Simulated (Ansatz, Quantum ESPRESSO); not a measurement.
# AlTl3 (Pm-3m): zone-centre phonons, part 2 of 3

Wanted: the vibrations of AlTl3 (Pm-3m) at Γ, by two programs.

Quantum ESPRESSO 7.5; DFT PBEsol, scalar-relativistic, plane waves, PseudoDojo norm-conserving pseudopotentials.

So far. Step 2 (A first look): No gap opens on this mesh, so smearing is kept; the start stands at 2.2 GPa. Step 4 (Self-consistent run for the response): The cell stands at -0.009 GPa, close enough for phonons. The relaxed cell has a = 4.706 Å (conventional setting).

The structure was built from a prototype and need not be the compound's stable phase.

### Step 5. Zone-centre response

At q = 0 one unit cell holds all displacements; symmetry groups them into irreducible representations that are solved one by one. With smeared occupations no response to a homogeneous field can be asked.

ph.in

```
phonons
 &inputph
    prefix='x',
    outdir='./tmp',
    fildyn='g.dyn',
    tr2_ph=1.0d-18,
    alpha_mix(1)=0.4,
    nmix_ph=8,
 /
0.000000000000 0.000000000000 0.000000000000
```

On the command line:

```console
> OMP_NUM_THREADS=1 mpirun -n 4 ph.x -nk 4 -in ph.in > ph.out
```

What it wrote:

```text
[banners, grids, parts of the stress and lines that vanish by symmetry left out]
[banner, memory and clock lines left out]
Program PHONON v.7.5

     ./tmp/x.save/

     IMPORTANT: XC functional enforced from input :
     Exchange-correlation= PBESOL
                           (   1   4  10   8   0   0   0)
     Any further DFT definition will be discarded
     Please, verify this is what you really want

     G-vector sticks info

     Reading collected, re-writing distributed wavefunctions in ./tmp/

     Number and degeneracy of irreps per q-point
       N         xq(1)         xq(2)         xq(3)   N irreps
       1   0.000000000   0.000000000   0.000000000       4
        3   3   3   3

     Calculation of q =    0.0000000   0.0000000   0.0000000

     phonons

     bravais-lattice index     =            0
     lattice parameter (alat)  =       8.8936  a.u.
     unit-cell volume          =     703.4588 (a.u.)^3
     number of atoms/cell      =            4
     number of atomic types    =            2
     kinetic-energy cut-off    =      62.0000  Ry
     charge density cut-off    =     248.0000  Ry
     convergence threshold     =      1.0E-18
     beta                      =       0.4000
     number of iterations used =            8
     Exchange-correlation= PBESOL
                           (   1   4  10   8   0   0   0)

     celldm(1)=    8.89364  celldm(2)=    0.00000  celldm(3)=    0.00000
     celldm(4)=    0.00000  celldm(5)=    0.00000  celldm(6)=    0.00000

     crystal axes: (cart. coord. in units of alat)
               a(1) = (  1.0000  0.0000  0.0000 )
               a(2) = (  0.0000  1.0000  0.0000 )
               a(3) = (  0.0000  0.0000  1.0000 )

     reciprocal axes: (cart. coord. in units 2 pi/alat)
               b(1) = (  1.0000  0.0000  0.0000 )
               b(2) = (  0.0000  1.0000  0.0000 )
               b(3) = (  0.0000  0.0000  1.0000 )

     Atoms inside the unit cell:

     Cartesian axes

     site n.  atom      mass           positions (alat units)
        1  Al     26.9815   tau(    1) = (    0.00000    0.00000    0.00000  )
        2  Tl    204.3800   tau(    2) = (    0.00000    0.50000    0.50000  )
        3  Tl    204.3800   tau(    3) = (    0.50000    0.00000    0.50000  )
        4  Tl    204.3800   tau(    4) = (    0.50000    0.50000    0.00000  )

     Computing dynamical matrix for
                    q = (   0.0000000   0.0000000   0.0000000 )

     49 Sym.Ops. (with q -> -q+G )

     G cutoff =  496.8795  (  46297 G-vectors)     FFT grid: ( 45, 45, 45)

     number of k points=    35  Marzari-Vanderbilt smearing, width (Ry)=  0.0200
                       cart. coord. in units 2pi/alat
        k(    1) = (   0.0000000   0.0000000   0.0000000), wk =   0.0039062
        k(    2) = (   0.0000000   0.0000000   0.1250000), wk =   0.0234375
        k(    3) = (   0.0000000   0.0000000   0.2500000), wk =   0.0234375
        [... further k-points left out ...]

     PseudoPot. # 1 for Al read from file:
     ./pseudo/Al.upf
     Pseudo is Norm-conserving + core correction, Zval =  3.0
     Using radial grid of 1876 points,  6 beta functions with:
                l(1) =   0
                l(2) =   0
                l(3) =   1
                l(4) =   1
                l(5) =   2
                l(6) =   2

     PseudoPot. # 2 for Tl read from file:
     ./pseudo/Tl.upf
     Pseudo is Norm-conserving + core correction, Zval = 13.0
     Using radial grid of 2008 points,  6 beta functions with:
                l(1) =   0
                l(2) =   0
                l(3) =   1
                l(4) =   1
                l(5) =   2
                l(6) =   2

     Mode symmetry, O_h (m-3m)  point group:

     Atomic displacements:
     There are    4 irreducible representations

     Representation     1      3 modes -  To be done

     Representation     2      3 modes -  To be done

     Representation     3      3 modes -  To be done

     Representation     4      3 modes -  To be done

     Alpha used in Ewald sum =   2.3000

     Representation #   1 modes #   1   2   3

     Self-consistent Calculation
      iter #   1   av.it.:   9.3
      thresh= 1.000E-02 alpha_mix =  0.400 |ddv_scf|^2 =  3.566E-06
      iter #   2   av.it.:  15.8
      thresh= 1.888E-04 alpha_mix =  0.400 |ddv_scf|^2 =  3.967E-07
      iter #   3   av.it.:  15.5
      thresh= 6.299E-05 alpha_mix =  0.400 |ddv_scf|^2 =  1.229E-09
      iter #   4   av.it.:  15.3
      thresh= 3.505E-06 alpha_mix =  0.400 |ddv_scf|^2 =  2.128E-10
      iter #   5   av.it.:  15.6
      thresh= 1.459E-06 alpha_mix =  0.400 |ddv_scf|^2 =  9.292E-12
      iter #   6   av.it.:  15.5
      thresh= 3.048E-07 alpha_mix =  0.400 |ddv_scf|^2 =  6.990E-13
      iter #   7   av.it.:  15.5
      thresh= 8.361E-08 alpha_mix =  0.400 |ddv_scf|^2 =  9.517E-15
      iter #   8   av.it.:  15.0
      thresh= 9.756E-09 alpha_mix =  0.400 |ddv_scf|^2 =  2.136E-15
      iter #   9   av.it.:  15.9
      thresh= 4.622E-09 alpha_mix =  0.400 |ddv_scf|^2 =  2.159E-17
      iter #  10   av.it.:  16.2
      thresh= 4.646E-10 alpha_mix =  0.400 |ddv_scf|^2 =  1.071E-19

     End of self-consistent calculation

     Convergence has been achieved

     Representation #   2 modes #   4   5   6

     Self-consistent Calculation
      iter #   1   av.it.:   8.8
      thresh= 1.000E-02 alpha_mix =  0.400 |ddv_scf|^2 =  1.320E-06
      iter #   2   av.it.:  15.8
      thresh= 1.149E-04 alpha_mix =  0.400 |ddv_scf|^2 =  1.079E-07
      iter #   3   av.it.:  15.6
      thresh= 3.285E-05 alpha_mix =  0.400 |ddv_scf|^2 =  1.828E-09
      iter #   4   av.it.:  15.4
      thresh= 4.275E-06 alpha_mix =  0.400 |ddv_scf|^2 =  2.725E-10
[...]
End of self-consistent calculation

     Convergence has been achieved

     Representation #   3 modes #   7   8   9

     Self-consistent Calculation
[...]
End of self-consistent calculation

     Convergence has been achieved

     Representation #   4 modes #  10  11  12

     Self-consistent Calculation
[...]
iter #   2   av.it.:  16.1
      thresh= 8.939E-05 alpha_mix =  0.400 |ddv_scf|^2 =  2.522E-09
      iter #   3   av.it.:  14.7
      thresh= 5.022E-06 alpha_mix =  0.400 |ddv_scf|^2 =  7.812E-10
      iter #   4   av.it.:  16.0
      thresh= 2.795E-06 alpha_mix =  0.400 |ddv_scf|^2 =  1.352E-11
      iter #   5   av.it.:  15.9
      thresh= 3.677E-07 alpha_mix =  0.400 |ddv_scf|^2 =  6.269E-14
      iter #   6   av.it.:  15.0
      thresh= 2.504E-08 alpha_mix =  0.400 |ddv_scf|^2 =  1.625E-14
      iter #   7   av.it.:  15.9
      thresh= 1.275E-08 alpha_mix =  0.400 |ddv_scf|^2 =  8.926E-17
      iter #   8   av.it.:  16.5
      thresh= 9.448E-10 alpha_mix =  0.400 |ddv_scf|^2 =  6.895E-19

     End of self-consistent calculation

     Convergence has been achieved

     Number of q in the star =    1
     List of q in the star:
          1   0.000000000   0.000000000   0.000000000

     Diagonalizing the dynamical matrix

     q = (    0.000000000   0.000000000   0.000000000 )

 **************************************************************************
     freq (    1) =      -0.014631 [THz] =      -0.488052 [cm-1]
     freq (    2) =      -0.014631 [THz] =      -0.488052 [cm-1]
     freq (    3) =      -0.014631 [THz] =      -0.488052 [cm-1]
     freq (    4) =       1.359094 [THz] =      45.334506 [cm-1]
     freq (    5) =       1.359094 [THz] =      45.334506 [cm-1]
     freq (    6) =       1.359094 [THz] =      45.334506 [cm-1]
     freq (    7) =       2.165449 [THz] =      72.231595 [cm-1]
     freq (    8) =       2.165449 [THz] =      72.231595 [cm-1]
     freq (    9) =       2.165449 [THz] =      72.231595 [cm-1]
     freq (   10) =       3.611474 [THz] =     120.465795 [cm-1]
     freq (   11) =       3.611474 [THz] =     120.465795 [cm-1]
     freq (   12) =       3.611474 [THz] =     120.465795 [cm-1]
 **************************************************************************

     Mode symmetry, O_h (m-3m)  point group:

     freq (   1-   3) =         -0.5  [cm-1]   --> T_1u G_15  G_4- I
     freq (   4-   6) =         45.3  [cm-1]   --> T_2u G_25  G_5-
     freq (   7-   9) =         72.2  [cm-1]   --> T_1u G_15  G_4- I
     freq (  10-  12) =        120.5  [cm-1]   --> T_1u G_15  G_4- I
```

Elapsed: 14 min, on 4 MPI ranks of Arm Neoverse V2, shared host; 54 min of CPU time.

Read from the output:

```
largest acoustic frequency at the zone centre before the sum rule : -0.49 cm⁻¹
highest optical zone-centre mode (no LO-TO term)                  : 120.5 cm⁻¹
lowest optical zone-centre mode                                   : 45.33 cm⁻¹
```

The acoustic modes at Γ come out as far as 0.5 cm⁻¹ from zero, where they should vanish, a small numerical error.

### Step 6. Zone-centre analysis

A rigid shift of the crystal must cost nothing, but grids and finite bases break this; the acoustic sum rule is imposed before the matrix is diagonalised again.

dynmat.in

```
 &input
    fildyn='g.dyn',
    asr='simple',
    fileig='dynmat.eig',
 /
```

On the command line:

```console
> dynmat.x -in dynmat.in > dynmat.out
```

What it wrote:

```text
[banner, memory and clock lines left out]
Program DYNMAT v.7.5

     Reading Dynamical Matrix from file g.dyn
     ...Force constants read
     ...epsilon and Z* not read (not found on file)
     A direction for q was not specified:TO-LO splitting will be absent

     Polarizability (A^3 units)
     multiply by 1.000000 for Clausius-Mossotti correction
         0.000000    0.000000    0.000000
         0.000000    0.000000    0.000000
         0.000000    0.000000    0.000000

     IR activities are in (D/A)^2/amu units

# mode   [cm-1]    [THz]      IR
    1      0.00    0.0000    0.0000
    2      0.00    0.0000    0.0000
    3      0.00    0.0000    0.0000
    4     45.34    1.3592    0.0000
    5     45.34    1.3592    0.0000
    6     45.34    1.3592    0.0000
    7     72.23    2.1655    0.0000
    8     72.23    2.1655    0.0000
    9     72.23    2.1655    0.0000
   10    120.47    3.6116    0.0000
   11    120.47    3.6116    0.0000
   12    120.47    3.6116    0.0000

[end of the log left out, with the tail of the file of modes that dynmat.x writes under the same name]
```

It took 0.47 s on 1 thread.

Numbers from this step:

| Quantity | Value |
| --- | --- |
| lowest optical zone-centre mode | 45.34 cm⁻¹ |

Unit eigenvectors of the mass-weighted matrix after the sum rule; no LO-TO term. Modes at Γ, with each element's share of the kinetic energy:

| mode | frequency (cm⁻¹) | symmetry | Al % | Tl % |
| --- | --- | --- | --- | --- |
| 1 | 0.0 | acoustic | 4 | 96 |
| 2 | 0.0 | acoustic | 4 | 96 |
| 3 | 0.0 | acoustic | 4 | 96 |
| 4 | 45.3 | T2u | 0 | 100 |
| 5 | 45.3 | T2u | 0 | 100 |
| 6 | 45.3 | T2u | 0 | 100 |
| 7 | 72.2 | T1u | 21 | 79 |
| 8 | 72.2 | T1u | 21 | 79 |
| 9 | 72.2 | T1u | 21 | 79 |
| 10 | 120.5 | T1u | 75 | 25 |
| 11 | 120.5 | T1u | 75 | 25 |
| 12 | 120.5 | T1u | 75 | 25 |

Displacements in mode 4 (45.3 cm⁻¹), the largest set to 1:
```
Al1  0.00  0.00  0.00
Tl2  0.00 -0.22 -0.48
Tl3  1.00  0.00  0.48
Tl4 -1.00  0.22  0.00
```

Displacements in mode 7 (72.2 cm⁻¹), the largest set to 1:
```
Al1 -0.02  0.00 -1.00
Tl2  0.01  0.00 -0.24
Tl3  0.00  0.00 -0.24
Tl4  0.00  0.00  0.62
```

The rule moves no optical mode by more than 0.1 cm⁻¹.

### Step 7. Sum rules set otherwise: a sum rule for molecules or wires on a crystal

This rule also removes rotations, which suits wires and not a crystal; it is tried to see the harm.

dynmat.in

```
 &input
    fildyn='g.dyn',
    asr='one-dim',
    fileig='dynmat.eig',
 /
```

On the command line:

```console
> dynmat.x -in dynmat.in > dynmat.out
```

What it wrote:

```text
[banner, memory and clock lines left out]
Program DYNMAT v.7.5

     Reading Dynamical Matrix from file g.dyn
     ...Force constants read
     ...epsilon and Z* not read (not found on file)
asr rotation axis in 1D system=    3
     Acoustic Sum Rule: || Z*(ASR) - Z*(orig)|| =    0.000000E+00
     Acoustic Sum Rule: ||dyn(ASR) - dyn(orig)||=    4.499395E-02
     A direction for q was not specified:TO-LO splitting will be absent

     Polarizability (A^3 units)
     multiply by 1.000000 for Clausius-Mossotti correction
         0.000000    0.000000    0.000000
         0.000000    0.000000    0.000000
         0.000000    0.000000    0.000000

     IR activities are in (D/A)^2/amu units

# mode   [cm-1]    [THz]      IR
    1     -0.00   -0.0000    0.0000
    2      0.00    0.0000    0.0000
    3      0.00    0.0000    0.0000
    4      0.00    0.0000    0.0000
    5     45.33    1.3591    0.0000
    6     45.33    1.3591    0.0000
    7     59.64    1.7881    0.0000
    8     72.23    2.1655    0.0000
    9     72.23    2.1655    0.0000
   10    120.47    3.6115    0.0000
   11    120.47    3.6115    0.0000
   12    128.02    3.8380    0.0000

[end of the log left out, with the tail of the file of modes that dynmat.x writes under the same name]
```

It took 0.47 s on 1 thread.

The program raised no error, yet the settings are not those of a careful run.

The fault: a sum rule for molecules or wires on a crystal; 1 optical mode is projected out to zero frequency, as if it were a rotation.

For a crystal the rule has to be 'simple' or 'crystal'.

Zone-centre frequencies as printed; negative means imaginary. Modes:

| mode | frequency (cm⁻¹) |
| --- | --- |
| 1 | 0 |
| 2 | 0 |
| 3 | 0 |
| 4 | 0 |
| 5 | 45.33 |
| 6 | 45.33 |
| 7 | 59.64 |
| 8 | 72.23 |
| 9 | 72.23 |
| 10 | 120.5 |
| 11 | 120.5 |
| 12 | 128 |

### Step 8. Sum rules set otherwise (asr no)

Without the rule the raw error of the acoustic modes shows.

dynmat.in

```
 &input
    fildyn='g.dyn',
    asr='no',
    fileig='dynmat.eig',
 /
```

On the command line:

```console
> dynmat.x -in dynmat.in > dynmat.out
```

What it wrote:

```text
[banner, memory and clock lines left out]
Program DYNMAT v.7.5

     Reading Dynamical Matrix from file g.dyn
     ...Force constants read
     ...epsilon and Z* not read (not found on file)
     A direction for q was not specified:TO-LO splitting will be absent

     Polarizability (A^3 units)
     multiply by 1.000000 for Clausius-Mossotti correction
         0.000000    0.000000    0.000000
         0.000000    0.000000    0.000000
         0.000000    0.000000    0.000000

     IR activities are in (D/A)^2/amu units

# mode   [cm-1]    [THz]      IR
    1     -0.49   -0.0147    0.0000
    2     -0.49   -0.0147    0.0000
    3     -0.49   -0.0147    0.0000
    4     45.33    1.3591    0.0000
    5     45.33    1.3591    0.0000
    6     45.33    1.3591    0.0000
    7     72.23    2.1654    0.0000
    8     72.23    2.1654    0.0000
    9     72.23    2.1654    0.0000
   10    120.47    3.6115    0.0000
   11    120.47    3.6115    0.0000
   12    120.47    3.6115    0.0000

[end of the log left out, with the tail of the file of modes that dynmat.x writes under the same name]
```

Run time: 0.47 s. Hardware: 1 thread.

Read from the output:

```
lowest optical zone-centre mode : 45.33 cm⁻¹
```

Zone-centre frequencies as printed; negative means imaginary. Modes:

| mode | frequency (cm⁻¹) |
| --- | --- |
| 1 | -0.49 |
| 2 | -0.49 |
| 3 | -0.49 |
| 4 | 45.33 |
| 5 | 45.33 |
| 6 | 45.33 |
| 7 | 72.23 |
| 8 | 72.23 |
| 9 | 72.23 |
| 10 | 120.5 |
| 11 | 120.5 |
| 12 | 120.5 |

Against the first rule no mode moves by more than 0.5 cm⁻¹.

(Continued in part 3 of 3.)

[Host names and launcher messages were left out of these logs when they were recorded.]

[Logs are printed without paths, hosts, clocks, repeated set-up lines and the standing remarks that a program may print on its own settings, such as how far it seeks lower states.]

[Hosts, paths, dates, database ids (printed as entryN), source tags and the programs' standing remarks are cut or masked in the printed files.]
